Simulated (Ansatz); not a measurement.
# Lattice dynamics of Ba2H3I (P-3m1)

Task: relax Ba2H3I (P-3m1), then find its harmonic phonons.

Main program and level: Ansatz 0.2.0; DFT PBEsol, scalar-relativistic, plane waves, PseudoDojo norm-conserving pseudopotentials.

### Step 1. Set-up

The structure is trigonal, space group P-3m1 (No. 164). Conventional cell: a = 4.536 Å, b = 4.536 Å, c = 8.120 Å, α = 90.00°, β = 90.00°, γ = 120.00°. Nearest to Ba lie 7 H at 2.64 to 3.02 Å and 3 I at 3.66 Å. Nearest to H lie 4 Ba at 2.64 to 2.67 Å. Nearest to H lie 6 H at 2.87 Å and 6 Ba at 3.02 Å. I has 6 Ba at 3.66 Å nearest. Farther neighbours and most contacts between anions are not listed.

### Step 2. Bringing the structure to rest

The cell and atoms are relaxed, since residual forces and stress would shift the frequencies.

File input.yaml:

```yaml
crystal:
  lattice:
    - [4.5364032317, 0.0, 0.0]
    - [-2.2682016159, 3.9286404405, 0.0]
    - [0.0, 0.0, 8.11955412]
  atoms:
    - { symbol: Ba, position: [0.66666667, 0.33333333, 0.68471938] }
    - { symbol: Ba, position: [0.33333333, 0.66666667, 0.31528062] }
    - { symbol: H, position: [0.66666667, 0.33333333, 0.35610052] }
    - { symbol: H, position: [0.33333333, 0.66666667, 0.64389948] }
    - { symbol: H, position: [0.0, 0.0, 0.5] }
    - { symbol: I, position: [0.0, 0.0, 0.0] }
kpoints:
  mp_grid: { grid: [6, 6, 4] }
hamiltonian:
  xc: pbesol
  pseudopotentials: { kind: nc, accuracy: standard }
scf:
  occupations: { method: gaussian, width: 0.02 }
output:
  forces: true
  stress: true
  eigenvalues: true
  write_density: true
  write_potential: true
  elf: true
  volumetric_format: npy
relax:
  adjacent_minimum: "off"
  f_tol: 0.005
  max_steps: 80
  cell: { stress_tol: 0.05 }
```

Command:

```sh
$ ansatz run input.yaml --threads 4 --pin off --max-ram 7168MiB --backend cpu --events-out ev --progress --plain --runs-dir out
```

Numbers of over 12 decimals in the logs are rounded to 6 here.

The log of the run:

```text
Engine: ansatz 0.2.0, aarch64-unknown-linux-gnu
Pseudopotentials: kind: nc
Pseudopotential: Ba, nc, valence charge 10, recommended cutoff 770 eV (normal), Ba.nc.azcp (PseudoDojo's, or run here from an input of PseudoDojo's; its table is named by hamiltonian.pseudopotentials.accuracy)
Pseudopotential: H, nc, valence charge 1, recommended cutoff 979.609905 eV (normal), H.nc.azcp (PseudoDojo's, or run here from an input of PseudoDojo's; its table is named by hamiltonian.pseudopotentials.accuracy)
Pseudopotential: I, nc, valence charge 7, recommended cutoff 952.398519 eV (normal), I.nc.azcp (PseudoDojo's, or run here from an input of PseudoDojo's; its table is named by hamiltonian.pseudopotentials.accuracy)
Functional definition: PBEsol
  exchange = pbesol_x
  correlation = pbesol_c
Crystal: 6 atoms, lattice volume = 144.706 Å³
Basis set: ecut = 979.609905 eV, 10043 PW (Γ), exchange–correlation on 96×96×180 points (8 copies of the dense FFT grid, shifted against one another)
Bands: 21, of which v1, the nominal top of the filled ones, is band 15 counted from 1 (14 counted from 0)
Symmetry: 12 space group operations
Space group: P-3m1 (ITA 164), of the structure as read, at distance tolerance 5.3e-5 Å
k-points: 24 of 144
Non-local potential: Ba, projectors of the file, l = 0: 2, l = 1: 2, l = 2: 2, l = 3: 2
Non-local potential: H, projectors of the file, l = 0: 2, l = 1: 1
Non-local potential: I, projectors of the file, l = 0: 2, l = 1: 2, l = 2: 2, l = 3: 2
Initial density: superposition of atomic densities (chi_scale 0.1, normalization cell, long waves kept (reshape's long-wave potential 0.17 eV rms))
Initial wavefunctions: pseudopotential atomic-orbital guess
Functional: x = pbesol(κ = 0.804, μ = 0.123457), c = pbesol(β = 0.046)
SCF iter   1: F=—  HF=-1934.591949 eV  |F-HF|=—  |Δ(HF+E_count)|=         —  Δρ=6.19e-2  dr2=3.27e1  ethr=3.10e-3  ⟨swp⟩=16.6  Hψ=5123  notcnv=0
preconditioner: auto → Resta (q_TF=auto, 2.099 Å⁻¹)  ε∞=3.2  [insulator: Δε(μ)=0.045 eV  Ē_g=10.678 eV  σ=0.020 eV  W_gap=0.66  n_scr=22 (ndim 8)  ℏωp=15.7 eV  f_vac=0.000  D(μ)=2.67/eV (n_scr^D=22)  ε∞_Penn≈3.2]
SCF iter   2: F=—  HF=-1929.074415 eV  |F-HF|=—  |Δ(HF+E_count)|=    5.52e0  Δρ=1.95e-2  dr2=9.44e-1  ethr=3.10e-3  ⟨swp⟩=7.2  Hψ=1814  notcnv=0  defer=35
SCF iter   3: F=—  HF=-1928.830978 eV  |F-HF|=—  |Δ(HF+E_count)|=   2.43e-1  Δρ=8.72e-3  dr2=2.31e-1  ethr=3.10e-3  ⟨swp⟩=2.9  Hψ=815  notcnv=0  defer=36
SCF iter   4: F=—  HF=-1928.785025 eV  |F-HF|=—  |Δ(HF+E_count)|=   4.60e-2  Δρ=2.14e-3  dr2=9.99e-3  ethr=7.71e-4  ⟨swp⟩=4.8  Hψ=1175  notcnv=0  defer=41
SCF iter   5: F=—  HF=-1928.787480 eV  |F-HF|=—  |Δ(HF+E_count)|=   2.45e-3  Δρ=2.90e-4  dr2=1.06e-4  ethr=3.33e-5  ⟨swp⟩=5.5  Hψ=1248  notcnv=0  defer=40
SCF iter   6: F=—  HF=-1928.787625 eV  |F-HF|=—  |Δ(HF+E_count)|=   1.45e-4  Δρ=7.22e-5  dr2=1.14e-5  ethr=3.52e-7  ⟨swp⟩=3.2  Hψ=963  notcnv=0  defer=38
SCF iter   7: F=—  HF=-1928.787644 eV  |F-HF|=—  |Δ(HF+E_count)|=   1.97e-5  Δρ=1.56e-5  dr2=4.83e-7  ethr=3.81e-8  ⟨swp⟩=2.8  Hψ=811  notcnv=0  defer=38
SCF iter   8: F=-1928.787645 eV  HF=-1928.787645 eV  |F-HF|=2.38e-9  |Δ(HF+E_count)|=   4.92e-7  Δρ=3.70e-6  dr2=2.78e-8  ethr=3.33e-10  ⟨swp⟩=31.8  Hψ=7037  notcnv=0
SCF 1 converged in 8 iterations: F = -1928.787645 eV  dr2 = 2.78e-8
relax step   1: F+E_penalty+E_count = -1928.78764490 eV  Δ(F+E_penalty+E_count) = +0.000e0 eV  max|allowed force component| = 5.530e-2 eV/Å  Δτ_max = 0.0000 Å  P = -2.024 GPa  Ω = 144.706 Å³  (8 SCF iters, dr2 threshold 1.00e-7 eV, accepted)
Crystal: 6 atoms, lattice volume = 133.086 Å³
Basis set: ecut = 979.609905 eV, 9257 PW (Γ), exchange–correlation on 96×96×180 points (8 copies of the dense FFT grid, shifted against one another)
Initial density: handed on by an earlier stage of this run
Initial wavefunctions: those handed on with the density
iter 1 solved again at ethr=7.04e-4 eV; its pass at ethr=3.10e-3 eV (dr2=2.11e-1 eV) is discarded
SCF iter   1: F=—  HF=-1928.902520 eV  |F-HF|=—  |Δ(HF+E_count)|=         —  Δρ=6.75e-3  dr2=2.18e-1  ethr=7.04e-4  ⟨swp⟩=1.4  Hψ=4608  notcnv=0
preconditioner: auto → Resta (q_TF=auto, 2.128 Å⁻¹)  ε∞=3.1  [insulator: Δε(μ)=2.467 eV  Ē_g=11.457 eV  σ=0.020 eV  W_gap=1.00  n_scr=22 (ndim 8)  ℏωp=16.4 eV  f_vac=0.000  D(μ)=0.00/eV (n_scr^D=0)  ε∞_Penn≈3.1]
SCF iter   2: F=—  HF=-1928.844138 eV  |F-HF|=—  |Δ(HF+E_count)|=   5.84e-2  Δρ=2.47e-3  dr2=3.53e-2  ethr=7.04e-4  ⟨swp⟩=3.8  Hψ=887  notcnv=0
SCF iter   3: F=—  HF=-1928.833215 eV  |F-HF|=—  |Δ(HF+E_count)|=   1.09e-2  Δρ=7.40e-4  dr2=1.18e-3  ethr=1.18e-4  ⟨swp⟩=5.1  Hψ=1178  notcnv=0  defer=36
SCF iter   4: F=—  HF=-1928.833135 eV  |F-HF|=—  |Δ(HF+E_count)|=   8.03e-5  Δρ=1.90e-4  dr2=8.60e-5  ethr=3.95e-6  ⟨swp⟩=3.1  Hψ=958  notcnv=0  defer=36
SCF iter   5: F=—  HF=-1928.833141 eV  |F-HF|=—  |Δ(HF+E_count)|=   5.98e-6  Δρ=3.83e-5  dr2=2.80e-6  ethr=2.87e-7  ⟨swp⟩=2.0  Hψ=793  notcnv=0  defer=36
SCF iter   6: F=-1928.833143 eV  HF=-1928.833143 eV  |F-HF|=1.67e-7  |Δ(HF+E_count)|=   2.17e-6  Δρ=9.59e-6  dr2=1.16e-7  ethr=2.00e-9  ⟨swp⟩=25.9  Hψ=6105  notcnv=0
SCF 2 converged in 6 iterations: F = -1928.833143 eV  dr2 = 1.16e-7
relax step   2: F+E_penalty+E_count = -1928.83314340 eV  Δ(F+E_penalty+E_count) = -4.550e-2 eV  max|allowed force component| = 4.202e-1 eV/Å  Δτ_max = 0.0443 Å  P = +0.580 GPa  Ω = 133.086 Å³  energy of the carried Pulay correction = +8.294e-4 eV  (6 SCF iters, dr2 threshold 6.00e-7 eV, accepted)
Crystal: 6 atoms, lattice volume = 129.031 Å³
Basis set: ecut = 979.609905 eV, 8991 PW (Γ), exchange–correlation on 96×96×180 points (8 copies of the dense FFT grid, shifted against one another)
iter 1 solved again at ethr=1.96e-4 eV; its pass at ethr=3.10e-3 eV (dr2=5.89e-2 eV) is discarded
SCF iter   1: F=—  HF=-1928.691539 eV  |F-HF|=—  |Δ(HF+E_count)|=         —  Δρ=6.38e-3  dr2=6.90e-2  ethr=1.96e-4  ⟨swp⟩=2.9  Hψ=4971  notcnv=0
eigensolver tolerance schedule calibrated: the retry pair's looser diagonalisation under-reported the residual by θ = 0.15 (0.12/decade); ethr = c·dr2/N_el runs at the constant in force after the calibration composes with the one it found (an armed cap, an earlier calibration), c = 6.7e-2
preconditioner: auto → Resta (q_TF=auto, 2.139 Å⁻¹)  ε∞=3.1  [insulator: Δε(μ)=0.920 eV  Ē_g=11.565 eV  σ=0.020 eV  W_gap=1.00  n_scr=22 (ndim 8)  ℏωp=16.7 eV  f_vac=0.000  D(μ)=0.00/eV (n_scr^D=0)  ε∞_Penn≈3.1]
SCF iter   2: F=—  HF=-1928.678647 eV  |F-HF|=—  |Δ(HF+E_count)|=   1.29e-2  Δρ=3.31e-3  dr2=1.45e-2  ethr=1.53e-4  ⟨swp⟩=4.5  Hψ=1052  notcnv=0
SCF iter   3: F=—  HF=-1928.676847 eV  |F-HF|=—  |Δ(HF+E_count)|=   1.80e-3  Δρ=6.75e-4  dr2=7.11e-4  ethr=3.22e-5  ⟨swp⟩=4.7  Hψ=1229  notcnv=0
SCF iter   4: F=—  HF=-1928.676954 eV  |F-HF|=—  |Δ(HF+E_count)|=   1.07e-4  Δρ=9.19e-5  dr2=2.05e-5  ethr=1.58e-6  ⟨swp⟩=2.4  Hψ=786  notcnv=0
SCF iter   5: F=—  HF=-1928.676964 eV  |F-HF|=—  |Δ(HF+E_count)|=   1.07e-5  Δρ=1.86e-5  dr2=6.32e-7  ethr=4.57e-8  ⟨swp⟩=2.6  Hψ=842  notcnv=0
SCF iter   6: F=-1928.676965 eV  HF=-1928.676965 eV  |F-HF|=5.03e-9  |Δ(HF+E_count)|=   6.15e-7  Δρ=3.05e-6  dr2=1.13e-8  ethr=1.33e-9  ⟨swp⟩=18.3  Hψ=5344  notcnv=0
SCF 3 converged in 6 iterations: F = -1928.676965 eV  dr2 = 1.13e-8
relax step   3: F+E_penalty+E_count = -1928.67696494 eV  Δ(F+E_penalty+E_count) = +1.562e-1 eV  max|allowed force component| = 1.080e0 eV/Å  Δτ_max = 0.1846 Å  P = +1.456 GPa  Ω = 129.031 Å³  energy of the carried Pulay correction = +1.135e-3 eV  (6 SCF iters, dr2 threshold 6.00e-7 eV, rejected (line search))
[...]
relax step   4: F+E_penalty+E_count = -1928.85611255 eV  Δ(F+E_penalty+E_count) = -2.297e-2 eV  max|allowed force component| = 1.562e-2 eV/Å  Δτ_max = 0.0504 Å  P = -0.192 GPa  Ω = 135.394 Å³  energy of the carried Pulay correction = +6.592e-4 eV  (9 SCF iters, accepted)
[...]
relax step   5: F+E_penalty+E_count = -1928.85678016 eV  Δ(F+E_penalty+E_count) = -6.676e-4 eV  max|allowed force component| = 1.163e-2 eV/Å  Δτ_max = 0.0043 Å  P = -0.027 GPa  Ω = 134.667 Å³  energy of the carried Pulay correction = +7.125e-4 eV  (5 SCF iters, dr2 threshold 1.10e-7 eV, accepted)
[...]
relax step   6: F+E_penalty+E_count = -1928.85688176 eV  Δ(F+E_penalty+E_count) = -1.016e-4 eV  max|allowed force component| = 3.577e-3 eV/Å  Δτ_max = 0.0054 Å  P = +0.007 GPa  Ω = 134.486 Å³  energy of the carried Pulay correction = +7.258e-4 eV  (5 SCF iters, dr2 threshold 8.45e-9 eV, accepted)
Basis set: ecut = 979.609905 eV, 9353 PW (Γ), exchange–correlation on 96×96×162 points (8 copies of the dense FFT grid, shifted against one another)
Initial wavefunctions: pseudopotential atomic-orbital guess (no wavefunctions were taken with the density)
iter 1 solved again at ethr=1.92e-6 eV; its pass at ethr=3.10e-3 eV (dr2=5.76e-4 eV) is discarded
SCF iter   1: F=—  HF=-1928.856316 eV  |F-HF|=—  |Δ(HF+E_count)|=         —  Δρ=3.58e-5  dr2=1.07e-7  ethr=1.92e-6  ⟨swp⟩=4.7  Hψ=6303  notcnv=0
eigensolver tolerance schedule: the retry pair's looser diagonalisation over-reported the residual by 5399.23 of it (diagonalisation noise at an unbounded share of the residual, at the tolerance the schedule requests for it); recorded, not acted on — ethr = c·dr2/N_el stays at c = 1.0e-1
preconditioner: auto → Resta (q_TF=auto, 2.125 Å⁻¹)  ε∞=3.0  [insulator: Δε(μ)=2.023 eV  Ē_g=11.507 eV  σ=0.020 eV  W_gap=1.00  n_scr=22 (ndim 8)  ℏωp=16.3 eV  f_vac=0.000  D(μ)=0.00/eV (n_scr^D=0)  ε∞_Penn≈3.0]
SCF iter   2: F=—  HF=-1928.856340 eV  |F-HF|=—  |Δ(HF+E_count)|=   2.36e-5  Δρ=1.79e-5  dr2=2.07e-8  ethr=3.56e-10  ⟨swp⟩=4.4  Hψ=1487  notcnv=0
SCF iter   3: F=—  HF=-1928.856340 eV  |F-HF|=—  |Δ(HF+E_count)|=   4.96e-7  Δρ=7.33e-6  dr2=3.07e-9  ethr=6.89e-11  ⟨swp⟩=2.9  Hψ=840  notcnv=0
SCF iter   4: F=—  HF=-1928.856340 eV  |F-HF|=—  |Δ(HF+E_count)|=   1.01e-7  Δρ=2.22e-7  dr2=6.13e-11  ethr=1.00e-12  ⟨swp⟩=12.8  Hψ=4320  notcnv=0
SCF iter   5: F=-1928.856340 eV  HF=-1928.856340 eV  |F-HF|=2.27e-12  |Δ(HF+E_count)|=  2.05e-11  Δρ=7.04e-8  dr2=8.69e-12  ethr=1.00e-12  ⟨swp⟩=8.1  Hψ=2571  notcnv=0
SCF 7 converged in 5 iterations: F = -1928.856340 eV  dr2 = 8.69e-12
relax step   7: F+E_penalty+E_count = -1928.85634028 eV  Δ(F+E_penalty+E_count) = +5.415e-4 eV  max|allowed force component| = 3.592e-3 eV/Å  Δτ_max = 0.0000 Å  P = +0.002 GPa  Ω = 134.486 Å³  stress off target by 4.87e-3 GPa  SCF on the basis re-selected at this cell (its energy is not comparable with the rows above)  (5 SCF iters)
basis re-selected at this cell: Δ(F+E_penalty+E_count) = +5.415e-4 eV, ΔP = -0.005 GPa vs the last step (what re-selecting the basis moved, of the pressure what is left beyond the Pulay correction that the steps carried, after the strain that the cell walked since its last selection, with what the two solves' SCF thresholds leave and, on support functions, any second-order correction that the steps lacked; it is no measure of the basis error at this ecutwfc). The dense FFT grid was sized anew with the basis: this SCF ran on 48×48×81 points, the steps before it on 48×48×90, so part of this shift can come from that change (see relax.cell in the input reference). [rest of the remark cut]
SCF converged after 5 iterations
Free energy (F): -1928.856340 eV
Harris-Foulkes:  -1928.856340 eV  (|F-HF|=2.27e-12)
Internal energy: -1928.856340 eV  (E = F + TS)
E sigma→0 (E₀):  -1928.856340 eV
Fermi energy:    7.633195 eV
--- Per-component energies (eV) ---
  E_band       = -115.656767
  E_kinetic    = 487.700699
  E_local      = -895.370682  (includes V_loc(G=0)·N_el)
  E_nonlocal   = 260.007801
  E_hartree    = 220.245206
  E_xc         = -493.333000
  E_vxc        = -408.484978  (∫ρ·V_xc dr)
  E_ewald      = -1508.106364
  E_smearing   = -0.000000  (= −TS)
  E_closure    = -0.000000  (closes the sum)
  Σ components = -1928.856340   (vs F -1928.856340, Δ=0.00e0)
--- Forces (eV/Å), atoms counted from 1 ---
  atom   1  Ba    -0.00000000    -0.00000000     0.00149242
  atom   2  Ba     0.00000000     0.00000000    -0.00149242
  atom   3  H      0.00000000     0.00000000    -0.00359150
  atom   4  H     -0.00000000    -0.00000000     0.00359150
  atom   5  H     -0.00000000    -0.00000000     0.00000000
  atom   6  I      0.00000000     0.00000000     0.00000000
  max |Σ_I F_I| component: 4.28e-17 eV/Å
--- Stress (GPa, compression-positive) ---
        0.000066       0.000000       0.000000
        0.000000       0.000066      -0.000000
        0.000000      -0.000000       0.004873
  P = ⅓ Tr σ = 0.0017 GPa (0.017 kbar)
--- Band table (eV; the first three rows and the last of 24) ---
  k-point 0: bands = [... 11 lower, 4.2661, 4.2661, 4.3714, 6.5775, 9.1651, 9.3140, 9.3140, 9.4126, ... 2 higher]
  k-point 1: bands = [... 11 lower, 4.2549, 4.2549, 4.4077, 6.5970, 9.1973, 9.1973, 9.2626, 9.6527, ... 2 higher]
  k-point 2: bands = [... 11 lower, 4.2438, 4.2438, 4.4640, 6.6218, 9.1119, 9.1119, 9.3548, 10.0033, ... 2 higher]
  k-point 23: bands = [... 11 lower, 3.3074, 4.6157, 4.7945, 4.7945, 9.8102, 9.8102, 9.9703, 11.1522, ... 2 higher]
--- Relaxed structure (6 steps of the walk, 5 accepted, 1 SCFs on fresh bases) ---
  F+E_penalty+E_count = -1928.85634028 eV   max|allowed force component| = 3.592e-3 eV/Å   (the final SCF, on the basis selected at the relaxed cell)
  cell:  # Å, volume = 134.4861 Å³
    - [4.429015, 2.818405622791087e-11, -8.172799857076442e-18]
    - [-2.214507, 3.835639, 4.086399928538218e-18]
    - [-1.4628216973179373e-17, 0, 7.916487]
  atoms:
    - { symbol: Ba, position: [0.666667, 0.333333, 0.685486] }
    - { symbol: Ba, position: [0.333333, 0.666667, 0.314514] }
    - { symbol: H, position: [0.666667, 0.333333, 0.356499] }
    - { symbol: H, position: [0.333333, 0.666667, 0.643501] }
    - { symbol: H, position: [0.0, 0, 0.500000] }
    - { symbol: I, position: [0, 0, 0] }
```

Wall time 1.9 min (4 threads of Arm Neoverse N1, shared host); peak memory 0.81 GiB.

The steps of the relaxation:

| step | energy less that of the first step (eV) | largest force component (eV/Å) | pressure (GPa) | volume (Å³) |
| --- | --- | --- | --- | --- |
| 1 | 0.0000 | 0.0553 | -2.02 | 144.71 |
| 2 | -0.0455 | 0.4202 | 0.58 | 133.09 |
| 3 | 0.1107 | 1.0803 | 1.46 | 129.03 |
| 4 | -0.0685 | 0.0156 | -0.19 | 135.39 |
| 5 | -0.0691 | 0.0116 | -0.03 | 134.67 |
| 6 | -0.0692 | 0.0036 | 0.01 | 134.49 |
| 7* | -0.0687 | 0.0036 | 0.00 | 134.49 |

Relaxation steps marked * repeat the geometry before them on a plane-wave basis chosen anew for their cell, so energy and pressure can jump there. Relaxation step 3 was tried and not accepted.

Forces are held to the 12 operations that the run works with; a distortion that breaks them can't arise in this run.

| conventional cell, symmetrised | before | after | change |
| --- | --- | --- | --- |
| a (Å) | 4.536 | 4.429 | -2.4 % |
| b (Å) | 4.536 | 4.429 | -2.4 % |
| c (Å) | 8.120 | 7.916 | -2.5 % |
| volume (Å³/atom) | 24.12 | 22.41 | -7.1 % |

This step gave:

- pressure: 0.001668 GPa
- gap on the k-mesh: 2.023 eV
- volume per atom: 22.41 Å³
- direct gap on mesh: 2.490 eV

Valence density in the ac plane at fractional y = 0.000, with atoms of H and I within 0.2 Å of it. It is the smooth field of the valence electrons, not physical close to the nuclei.

Ten even steps from '0' (0.0 e/Å³) to '9' (1.3 e/Å³), each cell a mean:
```
02431000002441
34421000001344
44310000001234
21100000000012
00000000000000
00000000000000
00000011100000
00000111100000
00000011100000
11000000000001
42100000000013
94100000000026
63100000000024
21000000000011
00000011000000
00000111100000
00000111100000
00000011100000
00000000000000
11000000000011
33210000000123
45421000001344
13431000002442
01441000002430
```
Columns run along a (4.4 Å), rows up along c (7.9 Å). Atoms in or near the plane, at fractional coordinates: H at (0.00, 0.50), I at (0.00, 0.00).

Electrostatic potential energy in the ac plane at fractional y = 0.000, with atoms of H and I within 0.2 Å of it. With pseudopotentials it is smooth inside the atoms' cores, unlike the true potential.

Values in eV, 24 rows by 14 columns, each cell a mean:
```
-54 -52 -33  -4   6   9  10  10  10   8   3 -14 -44 -54
-47 -36 -15   1   7   9  10  10   9   8   5  -4 -24 -42
-15  -9   0   6   8   9   9   9   9   9   7   4  -3 -12
  4   5   7   8   8   8   8   8   8   8   8   7   6   4
  8   8   8   8   8   7   6   6   6   7   8   8   8   8
  9   9   9   8   7   5   4   4   5   6   7   8   9   9
 10  10   9   8   6   4   2   2   3   5   7   8   9  10
 10  10   9   8   6   4   2   2   3   5   7   9  10  10
 10  10  10   9   7   5   3   3   4   6   8   9  10  10
  9  10  10   9   8   7   6   5   6   7   9  10  10  10
 -2   5  10  10   9   8   7   7   7   8   9  10   9   3
-30  -3   9  10   9   8   8   8   8   9  10  10   6 -12
-12   2   9  10   9   8   7   7   8   9  10  10   8  -3
  7   9  10  10   9   7   6   6   6   8   9  10  10   8
 10  10  10   9   8   6   4   4   5   6   8   9  10  10
 10  10   9   8   6   4   2   2   3   5   7   9  10  10
 10  10   9   8   6   4   2   2   3   5   7   8   9  10
 10   9   9   8   6   5   3   3   4   5   7   8   9  10
  9   9   9   8   7   6   5   5   6   7   8   8   9   9
  6   7   7   8   8   8   7   7   7   8   8   8   7   6
 -3  -1   4   7   8   9   8   8   9   9   8   6   2  -2
-36 -25  -8   3   7   9   9   9   9   9   6  -1 -15 -31
-53 -49 -27  -2   6   9  10  10  10   8   4 -10 -37 -52
-54 -54 -39  -6   5   9  10  10  10   8   2 -17 -49 -54
```
Columns run along a (4.4 Å; values clipped at the 3rd and 97th percentile), rows up along c (7.9 Å). Atoms in or near the plane, at fractional coordinates: H at (0.00, 0.50), I at (0.00, 0.00).

ELF in the ac plane at fractional y = 0.000, with atoms of H and I within 0.2 Å of it. It is the smooth field of the valence electrons, not physical close to the nuclei.

Ten even steps from '0' (0.05 × 1e-1) to '9' (9.99 × 1e-1), each cell a mean:
```
03788510268861
57887400158886
88875100036888
88741000002678
65310001000245
21000122100011
00000233210000
11000233210001
75200122210036
99610011000389
99940000001699
99951000002899
99941000001799
99720000000489
97300111100158
32000133210012
00000233310000
00000123210000
44200011100134
77631000001467
88863100015788
78886300147887
14887410268873
01788510268850
```
Columns run along a (4.4 Å), rows up along c (7.9 Å). Atoms in or near the plane, at fractional coordinates: H at (0.00, 0.50), I at (0.00, 0.00).

In this step the volume went from 24.12 to 22.41 Å³/atom.

[end of part 1 of 2]

[Logs are printed without paths, hosts, clocks, repeated set-up lines and the standing remarks that a program may print on its own settings, such as how far it seeks lower states.]

[Hosts, paths, dates, database ids (printed as entryN), source tags and the programs' standing remarks are cut or masked in the printed files.]
